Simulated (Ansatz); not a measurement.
# A MoS2/WS2 heterostructure: alignment and tunnelling, part 3 of 5

Wanted: offsets, T(E) and decay with thickness for MoS2/WS2. The lead is MoS2 3R layers and the layer set into it WS2 3R layers, on a common net of side 3.17 Å (+0.0 % and +0.0 % against typed lattice constants near PBE's). Layer spacings come from each crystal relaxed along the normal on that net, and the joins take the mean spacing. The first steps treat the bulk crystals alone. r2SCAN has lattice constants of its own, so the true strain differs.

Ansatz 0.2.0; r2SCAN+D3(BJ) DFT, plane waves, PAW files (the session's first sound run).

So far. Step 3 (The bulk crystal and its band edges, crystal WS2 3R …): The searched edges give 1.15 eV, against 1.16 eV on the mesh. Step 5 (Band edges, crystal MoS2 3R layers): The searched edges give 1.01 eV, against 1.01 eV on the mesh.

## 6. T(E) of the stack, stack MoS2 12 / WS2 3, barrier thickness 6.18 Å

This step: r2SCAN DFT, plane waves, PAW files; ballistic transmission by layer matching, the first crystal as both leads (Ansatz 0.2.0).

System of this step: MoS2 (12) / WS2 (3). The cell holds 15 atoms: 10 S, 4 Mo and 1 W. Its edges and angles: a = 3.170 Å, b = 3.170 Å, c = 30.833 Å, α = 92.9°, β = 87.1°, γ = 120.0°. Regions: 0: MoS2, 12 atoms (8 S and 4 Mo); 1: WS2, 3 atoms (2 S and 1 W). The structure's axis is c.

The layer is set into the first crystal, whose middle serves as both leads. T(E) is solved over a window about the lead's gap, at the wavevectors (0, 0) and (0.1797, 0.1823).

Contents of input.yaml:

```yaml
crystal:
  lattice:
    - [3.17, 0.0, 0.0]
    - [-1.585, 2.74530053, 0.0]
    - [1.585, -0.9151001767, 30.7788002728]
  atoms:
    - { symbol: S, position: [0.3333333333, 0.6666666667, 0.0] }
    - { symbol: Mo, position: [-0.0168134999, 0.0168134999, 0.0504404997] }
    - { symbol: S, position: [0.2996969064, 0.7003030936, 0.1009092807] }
    - { symbol: S, position: [-0.066569462, 0.066569462, 0.199708386] }
    - { symbol: Mo, position: [0.5832837048, 0.4167162952, 0.2501488857] }
    - { symbol: S, position: [-0.1002058889, 0.1002058889, 0.3006176667] }
    - { symbol: S, position: [0.5335277427, 0.4664722573, 0.399416772] }
    - { symbol: Mo, position: [0.1833809095, 0.8166190905, 0.4498572716] }
    - { symbol: S, position: [0.4998913158, 0.5001086842, 0.5003260527] }
    - { symbol: S, position: [0.1336249474, 0.8663750526, 0.5991251579] }
    - { symbol: Mo, position: [-0.2165218859, 0.2165218859, 0.6495656576] }
    - { symbol: S, position: [0.0999885205, 0.9000114795, 0.7000344386] }
    - { symbol: S, position: [-0.2664496542, 0.2664496542, 0.7993489627] }
    - { symbol: W, position: [0.3833313673, 0.6166686327, 0.850005898] }
    - { symbol: S, position: [-0.300228492, 0.300228492, 0.900685476] }
kpoints:
  mp_grid: { grid: [12, 12, 1] }
scf:
  occupations: { method: fermi_dirac, width: 0.02585 }
  max_iter: 120
hamiltonian:
  xc: r2scan
output:
  eigenvalues: true
  transmission:
    leads: [[4, 7]]
    kpoints: [[0.0, 0.0], [0.1797, 0.1823]]
    e_range: [-2.0, 2.5]
    de: 0.06
  write_potential: true
  write_density: true
  volumetric_format: npy
```

Started as:

```bash
$ ansatz run input.yaml --threads 4 --pin off --max-ram 10240MiB --backend cpu --events-out ev --progress --plain --runs-dir out
```

Numbers of over 12 decimals in the logs are rounded to 6 here.

The log of the run:

```text
Warning: crystal.symmetry: narrowed to the stabiliser of the k-point mesh — unitary ops 6 → 2; excluded 4 operations that carry a point of the 12×12×1 mesh (shift [0, 0, 0]) off the mesh (the run samples exactly the mesh kpoints.mp_grid names, as under crystal.symmetry.detect: false, and its converged state has the mesh's symmetry, not the crystal's; ε∞, the Born charges and the force constants of a linear response (`dielectric:` by the response, `phonons.method: dfpt`) are averaged over those of the crystal's operations that the state keeps within a tolerance, where `mesh_tensors`, `unaveraged_element` or `gamma_mean_max_change_ev_ang2` stands beside them; [rest of the remark cut]
[...]
Crystal: 15 atoms, lattice volume = 267.856 Å³
Basis set: ecut = 500 eV, 6755 PW (Γ), exchange–correlation on 96×96×900 points (64 copies of the dense FFT grid, shifted against one another)
Bands: 80, of which v1, the nominal top of the filled ones, is band 65 counted from 1 (64 counted from 0)
Symmetry: 2 space group operations
k-points: 43 of 144 (time reversal used)
[...]
SCF iter   1: F=—  HF=-39339.959673 eV  |F-HF|=—  |Δ(HF+E_count)|=         —  Δρ=1.00e-2  dr2=3.87e-1  dr2_τ=2.92e-1  ethr=1.77e-3  ⟨swp⟩=6.3  Hψ=14359  notcnv=0
[...]
SCF iter  10: F=-39340.200334 eV  HF=-39340.200334 eV  |F-HF|=2.32e-8  |Δ(HF+E_count)|=   4.45e-8  Δρ=1.94e-6  dr2=3.35e-8  dr2_τ=1.50e-9  ethr=7.69e-11  ⟨swp⟩=8.2  Hψ=9437  notcnv=0
SCF 1 converged in 10 iterations: F = -39340.200334 eV  dr2 = 3.35e-8
[...]
transmission: 10 of 96 steps passed
transmission: 26 of 96 steps passed
[...]
transmission: 96 of 96 steps passed
SCF converged after 10 iterations
Free energy (F): -39340.200334 eV
[...]
Internal energy: -39340.200334 eV  (E = F + TS)
E sigma→0 (E₀):  -39340.200334 eV
Fermi energy:    11.458468 eV
[...]
--- Band table (eV; the first three rows and the last of 43) ---
  k-point 0: bands = [... 61 lower, 10.5099, 10.5745, 10.9179, 10.9934, 13.1147, 13.1147, 13.1363, 13.1363, ... 11 higher]
  k-point 1: bands = [... 61 lower, 10.4098, 10.4765, 10.7217, 10.7912, 13.0419, 13.0545, 13.0686, 13.0769, ... 11 higher]
  k-point 2: bands = [... 61 lower, 10.0166, 10.0975, 10.1629, 10.2245, 12.5567, 12.6783, 12.7738, 12.9150, ... 11 higher]
  k-point 42: bands = [... 61 lower, 9.4611, 9.5272, 9.5625, 9.6012, 12.5930, 12.6042, 12.6199, 12.6334, ... 11 higher]
--- Transmission ---
  basis      : 91 plane waves across, 48 finite elements along
  points     : 2, as listed
  energies   : 76 from -2.000000 to 2.500000 eV about the Fermi level, 0.060000 eV apart; the leads are filled to 0.000000 eV, and channels, transmission and decay are at -0.020000 eV
  crystal 0  : S2Mo1, at the sites [4, 7], period 6.1468 Å, over 24.59 Å; its Hamiltonian steps by up to 1.7 meV
    offset         : up to 0.0000 Å between an atom of the period and one for which it stands
    channels       : 0.000000e0 a spin
    conductance    : none, the energies end too early or step too widely for 300 K: set another output.transmission.e_range or a lower de, or, where they end at an eighth of basis.ecutwfc, a higher one
    slowest decay  : 0.2365 /Å at (0.1797, 0.1823)
  junction   : crystal 0 to crystal 0, 10.77 to 35.41 Å
    transmission   : 0.000000e0 a spin
[...]
```

Wall time 16 s (4 threads of AMD EPYC 9R45, shared host); peak memory 1.7 GiB.

This step gave:

```yaml
free_energy: -39340.2003 eV
fermi_energy: 11.46 eV
potential_step_in_the_lower_lead: 1.7 meV
slowest_decay_in_the_lead_at_its_filling_level: 0.2365 Å⁻¹
```

One spin. Transmission, mean over the listed wavevectors against energy, zero at the Fermi level:

energy (eV), transmission, mean over the listed wavevectors and a bar:
```
    -2.00      0.481 ##############################
    -1.88      0.468 #############################
    -1.76      0.000 
    -1.64      0.478 ##############################
    -1.58      0.479 ##############################
    -1.52      0.478 ##############################
    -1.40      0.475 ##############################
    -1.28      0.471 #############################
    -1.16      0.466 #############################
    -1.04      0.459 #############################
    -0.92      0.449 ############################
    -0.80      0.434 ###########################
    -0.68      0.403 #########################
    -0.56      0.311 ###################
    -0.44      0.000 
    -0.32      0.000 
    -0.20      0.000 
    -0.08      0.000 
    -0.02      0.000 
     0.04      0.000 
     0.16      0.000 
     0.34      0.000 
     0.46      0.000 
     0.58      0.178 ###########
     0.70      0.297 ##################
     0.82      0.337 #####################
     0.88      0.343 #####################
     0.94      0.339 #####################
     1.06      0.248 ###############
     1.18      0.000 
     1.30      0.000 
     1.42      0.381 ########################
     1.54      0.269 #################
     1.66      0.001 
     1.78      0.001 
     1.90      0.036 ##
     1.96      0.064 ####
     2.02      0.008 #
     2.14      0.000 
     2.26      0.000 
     2.38      0.000 
     2.50      0.000
```

Lower lead, k parallel (0, 0); values up to 1.5 1/Å, a degenerate pair printed once or twice; energies at which all values exceed this have no row. Table of Im kz of the slowest decaying states by energy, zero at the Fermi level:

| energy (eV) | decay 1 (Å⁻¹) | decay 2 (Å⁻¹) | decay 3 (Å⁻¹) | decay 4 (Å⁻¹) |
| --- | --- | --- | --- | --- |
| -2.00 | 0.747 | 1.03 | 1.20 | - |
| -1.82 | 0.00779 | 0.766 | 1.02 | 1.18 |
| -1.64 | 0.779 | 1.01 | 1.16 | - |
| -1.46 | 0.788 | 0.997 | 1.14 | - |
| -1.28 | 0.793 | 0.983 | 1.11 | - |
| -1.10 | 0.795 | 0.969 | 1.09 | - |
| -0.92 | 0.795 | 0.954 | 1.07 | - |
| -0.74 | 0.792 | 0.938 | 1.04 | - |
| -0.56 | 0.787 | 0.921 | 1.01 | 1.50 |
| -0.38 | 0.161 | 0.780 | 0.902 | 0.981 |
| -0.20 | 0.265 | 0.771 | 0.881 | 0.947 |
| -0.02 | 0.345 | 0.760 | 0.859 | 0.909 |
| 0.16 | 0.420 | 0.747 | 0.834 | 0.864 |
| 0.34 | 0.503 | 0.731 | 0.804 | 0.807 |
| 0.52 | 0.662 | 0.714 | 0.776 | 1.41 |
| 0.70 | 0.668 | 0.694 | 0.741 | 1.39 |
| 0.88 | 0.670 | 0.673 | 0.699 | 1.38 |
| 1.06 | 0.643 | 0.647 | 0.677 | 1.36 |
| 1.24 | 0.578 | 0.612 | 0.679 | 1.34 |
| 1.42 | 0.475 | 0.575 | 0.680 | 1.33 |
| 1.60 | 0.250 | 0.538 | 0.681 | 1.31 |
| 1.78 | 0.119 | 0.527 | 0.681 | 1.29 |
| 1.96 | 0.566 | 0.680 | 1.27 | - |
| 2.14 | 0.286 | 0.609 | 0.678 | 1.26 |
| 2.32 | 0.414 | 0.643 | 0.675 | 1.24 |
| 2.50 | 0.484 | 0.668 | 0.672 | 1.22 |

Lower lead, k parallel (0.1797, 0.1823); values up to 1.5 1/Å, a degenerate pair printed once or twice; energies at which all values exceed this have no row. Table of Im kz of the slowest decaying states by energy, zero at the Fermi level:

| energy (eV) | decay 1 (Å⁻¹) | decay 2 (Å⁻¹) | decay 3 (Å⁻¹) | decay 4 (Å⁻¹) |
| --- | --- | --- | --- | --- |
| -2.00 | 0.203 | 0.361 | 0.602 | 0.919 |
| -1.82 | 0.242 | 0.495 | 0.575 | 1.02 |
| -1.64 | 0.266 | 0.550 | 0.573 | 1.07 |
| -1.46 | 0.282 | 0.577 | 0.584 | 1.09 |
| -1.28 | 0.291 | 0.584 | 0.608 | 1.09 |
| -1.10 | 0.297 | 0.591 | 0.628 | 1.09 |
| -0.92 | 0.298 | 0.598 | 0.646 | 1.10 |
| -0.74 | 0.295 | 0.605 | 0.664 | 1.10 |
| -0.56 | 0.288 | 0.613 | 0.684 | 1.10 |
| -0.38 | 0.277 | 0.622 | 0.708 | 1.11 |
| -0.20 | 0.260 | 0.633 | 0.743 | 1.11 |
| -0.02 | 0.237 | 0.652 | 0.804 | 1.000 |
| 0.16 | 0.203 | 0.714 | 0.816 | 0.907 |
| 0.34 | 0.150 | 0.684 | 0.688 | 0.929 |
| 0.52 | 0.619 | 0.621 | 0.940 | 0.948 |
| 0.70 | 0.562 | 0.562 | 0.941 | 0.949 |
| 0.88 | 0.502 | 0.503 | 0.935 | 0.944 |
| 1.06 | 0.422 | 0.427 | 0.927 | 0.936 |
| 1.24 | 0.191 | 0.193 | 0.443 | 0.917 |
| 1.42 | 0.105 | 0.475 | 0.904 | 0.914 |
| 1.60 | 0.0107 | 0.249 | 0.484 | 0.891 |
| 1.78 | 0.260 | 0.487 | 0.877 | 0.887 |
| 1.96 | 0.191 | 0.487 | 0.862 | 0.872 |
| 2.14 | 0.222 | 0.226 | 0.487 | 0.846 |
| 2.32 | 0.293 | 0.296 | 0.487 | 0.830 |
| 2.50 | 0.332 | 0.335 | 0.486 | 0.814 |

At the listed wavevectors the lead's channels close after -0.50 eV and open again at +0.52 eV (grid energies). At +0.72 eV, 0.2 eV over the upper of these grid energies, the mean transmission is 0.31, and at -0.70 eV it is 0.41. In the worse lead the potential repeats within 1.7 meV, which the program lets pass.

## 7. Transmission through the layer, stack MoS2 12 / WS2 6, barrier thickness 12.37 Å

System of this step: MoS2 (12) / WS2 (6). The cell holds 18 atoms: 12 S, 4 Mo and 2 W. Its edges and angles: a = 3.170 Å, b = 3.170 Å, c = 36.970 Å, α = 90.0°, β = 90.0°, γ = 120.0°. Regions: 0: MoS2, 12 atoms (8 S and 4 Mo); 1: WS2, 6 atoms (4 S and 2 W). The structure's axis is c.

A thicker layer on the same net, with the same lead.

Contents of input.yaml:

```yaml
crystal:
  lattice:
    - [3.17, 0.0, 0.0]
    - [-1.585, 2.74530053, 0.0]
    - [0.0, 0.0, 36.9704624463]
  atoms:
    - { symbol: S, position: [0.3333333333, 0.6666666667, 0.0] }
    - { symbol: Mo, position: [0.0, 0.0, 0.0419929306] }
    - { symbol: S, position: [0.3333333333, 0.6666666667, 0.0840094062] }
    - { symbol: S, position: [0.0, 0.0, 0.1662620405] }
    - { symbol: Mo, position: [0.6666666667, 0.3333333333, 0.2082549712] }
    - { symbol: S, position: [0.0, 0.0, 0.2502714467] }
    - { symbol: S, position: [0.6666666667, 0.3333333333, 0.332524081] }
    - { symbol: Mo, position: [0.3333333333, 0.6666666667, 0.3745170117] }
    - { symbol: S, position: [0.6666666667, 0.3333333333, 0.4165334872] }
    - { symbol: S, position: [0.3333333333, 0.6666666667, 0.4987861215] }
    - { symbol: Mo, position: [0.0, 0.0, 0.5407790522] }
    - { symbol: S, position: [0.3333333333, 0.6666666667, 0.5827955277] }
    - { symbol: S, position: [0.0, 0.0, 0.6654772606] }
    - { symbol: W, position: [0.6666666667, 0.3333333333, 0.7076503791] }
    - { symbol: S, position: [0.0, 0.0, 0.7498423482] }
    - { symbol: S, position: [0.6666666667, 0.3333333333, 0.8329531796] }
    - { symbol: W, position: [0.3333333333, 0.6666666667, 0.8751262981] }
    - { symbol: S, position: [0.6666666667, 0.3333333333, 0.9173182671] }
kpoints:
  mp_grid: { grid: [12, 12, 1] }
scf:
  occupations: { method: fermi_dirac, width: 0.02585 }
  max_iter: 120
hamiltonian:
  xc: r2scan
output:
  eigenvalues: true
  transmission:
    leads: [[4, 7]]
    kpoints: [[0.0, 0.0], [0.1797, 0.1823]]
    e_range: [-2.0, 2.5]
    de: 0.06
  write_potential: true
  write_density: true
  volumetric_format: npy
  elf: true
```

The log of the run:

```text
[...]
Crystal: 18 atoms, lattice volume = 321.739 Å³
Basis set: ecut = 500 eV, 8145 PW (Γ), exchange–correlation on 96×96×1080 points (64 copies of the dense FFT grid, shifted against one another)
Bands: 96, of which v1, the nominal top of the filled ones, is band 78 counted from 1 (77 counted from 0)
Symmetry: 6 space group operations
[...]
k-points: 19 of 144 (time reversal used)
[...]
SCF iter   1: F=—  HF=-51551.518756 eV  |F-HF|=—  |Δ(HF+E_count)|=         —  Δρ=9.72e-3  dr2=4.14e-1  dr2_τ=3.76e-1  ethr=1.77e-3  ⟨swp⟩=6.3  Hψ=7672  notcnv=0
[...]
SCF iter  10: F=-51551.833150 eV  HF=-51551.833150 eV  |F-HF|=1.78e-8  |Δ(HF+E_count)|=   3.28e-8  Δρ=2.24e-6  dr2=3.96e-8  dr2_τ=2.54e-9  ethr=6.41e-11  ⟨swp⟩=8.9  Hψ=5520  notcnv=0
SCF 1 converged in 10 iterations: F = -51551.833150 eV  dr2 = 3.96e-8
[...]
transmission: 18 of 116 steps passed
transmission: 26 of 116 steps passed
[...]
transmission: 116 of 116 steps passed
SCF converged after 10 iterations
Free energy (F): -51551.833150 eV
[...]
Internal energy: -51551.833150 eV  (E = F + TS)
E sigma→0 (E₀):  -51551.833150 eV
Fermi energy:    11.541298 eV
[...]
--- Band table (eV; the first three rows and the last of 19) ---
  k-point 0: bands = [... 74 lower, 10.5318, 10.9122, 10.9351, 11.1057, 13.1689, 13.1689, 13.1903, 13.1903, ... 14 higher]
  k-point 1: bands = [... 74 lower, 10.4528, 10.7383, 10.7538, 10.8914, 13.0955, 13.1096, 13.1225, 13.1310, ... 14 higher]
  k-point 2: bands = [... 74 lower, 10.1163, 10.2046, 10.2311, 10.3056, 12.6165, 12.7236, 12.8138, 12.9591, ... 14 higher]
  k-point 18: bands = [... 74 lower, 10.2280, 10.2300, 10.4352, 10.4397, 12.0289, 12.0314, 12.0341, 12.0366, ... 14 higher]
--- Transmission ---
  basis      : 91 plane waves across, 58 finite elements along
  points     : 2, as listed
[...]
channels       : 0.000000e0 a spin
[...]
slowest decay  : 0.2318 /Å at (0.1797, 0.1823)
  junction   : crystal 0 to crystal 0, 10.77 to 41.60 Å
    transmission   : 0.000000e0 a spin
[...]
```

The job ended after 11 s (4 threads; peak memory 1.9 GiB).

This step gave:

```
free energy                      : -51551.8332 eV
Fermi energy                     : 11.54 eV
potential step in the lower lead : 2.7 meV
```

One spin. Transmission, mean over the listed wavevectors against energy, zero at the Fermi level:

energy (eV), transmission, mean over the listed wavevectors and a bar:
```
    -2.00      0.427 ##########################
    -1.82      0.000 
    -1.70      0.401 ########################
    -1.52      0.422 #########################
    -1.40      0.422 #########################
    -1.22      0.427 ##########################
    -1.04      0.444 ###########################
    -0.92      0.463 ############################
    -0.74      0.498 ##############################
    -0.62      0.464 ############################
    -0.44      0.000 
    -0.32      0.000 
    -0.14      0.000 
    -0.02      0.000 
     0.04      0.000 
     0.16      0.000 
     0.34      0.000 
     0.46      0.000 
     0.64      0.074 ####
     0.82      0.194 ############
     0.94      0.283 #################
     1.00      0.313 ###################
     1.12      0.000 
     1.24      0.000 
     1.42      0.185 ###########
     1.54      0.034 ##
     1.72      0.000 
     1.90      0.004 
     1.96      0.385 #######################
     2.02      0.000 
     2.20      0.000 
     2.32      0.000 
     2.50      0.000
```

ELF in the ca plane at fractional y = 0.333, with atoms of Mo and S and W within 0.2 Å of it. It is the smooth field of the valence electrons, not physical close to the nuclei.

Ten even steps from '0' (0.01) to '9' (0.92), each cell a mean:
```
02444322223444200135542454245541027988863136
00011123321110000001224756522210059963774247
00000124421000000000125614632100069940474247
00111123321111000002323667523210059975774247
03455322224554300145653354246642016888862226
36888522236887510377875322478875101345422322
47888633336888620478876433578886200011112421
26787522225887510367775222467775102456522222
```
Columns run along c (16.0 Å, from fractional 0.47 to 0.90 of the cell), rows up along a (3.2 Å). Atoms in or near the plane, at fractional coordinates: W at (0.71, 0.67), S at (0.83, 0.67).

Valence density in the ca plane at fractional y = 0.333, with atoms of Mo and S and W within 0.2 Å of it. It is the smooth field of the valence electrons, not physical close to the nuclei.

Ten steps, logarithmic in the rise over the least value, from '0' (0.0 e/Å³) to '9' (6.4 e/Å³), each cell a mean:
```
33333333322100123345676543321013455543344555
12222222111000012347999743210124655653345656
11222221110000011248999742110125644554345535
22222222211000012346998643210024566653345656
33333333332100123344676443321012455544444555
44445444443211234444333444431001233344543333
55555555543211234444333444432100122335543322
44445444443211234444444444431001234444444433
```
Columns run along c (16.0 Å, from fractional 0.00 to 0.43 of the cell), rows up along a (3.2 Å). Atoms in or near the plane, at fractional coordinates: Mo at (0.21, 0.67), S at (0.33, 0.67), S at (0.42, 0.67).

Electrostatic potential energy in the ca plane at fractional y = 0.333, with atoms of Mo and S and W within 0.2 Å of it. With pseudopotentials it is smooth inside the atoms' cores, unlike the true potential.

Ten even steps from '0' (-33 eV) to '9' (16 eV), each cell a mean:
```
99999988889999999999886312588999999754688888
99999999999999999999973000268999998411168886
99999999999999999999972000168999998323158985
99999999999999999999984000279999998511268886
99988888888899999999887423688999999865787778
99877876678778999998788878887889999998876567
99877764567778999997778888887789999999875457
99888876678888999998788777888899999998886668
```
Columns run along c (16.0 Å, from fractional 0.47 to 0.90 of the cell; values clipped at the 3rd and 97th percentile), rows up along a (3.2 Å). Atoms in or near the plane, at fractional coordinates: W at (0.71, 0.67), S at (0.83, 0.67).

At the listed wavevectors the lead's channels close after -0.56 eV and open again at +0.52 eV (grid energies). At +0.72 eV, 0.2 eV over the upper of these grid energies, the mean transmission is 0.12, and at -0.76 eV it is 0.49. In the worse lead the potential repeats within 2.7 meV, which the program lets pass.

(Continued in part 4 of 5.)

[Logs are printed without paths, hosts, clocks, repeated set-up lines and the standing remarks that a program may print on its own settings, such as how far it seeks lower states.]

[Hosts, paths, dates, database ids (printed as entryN), source tags and the programs' standing remarks are cut or masked in the printed files.]
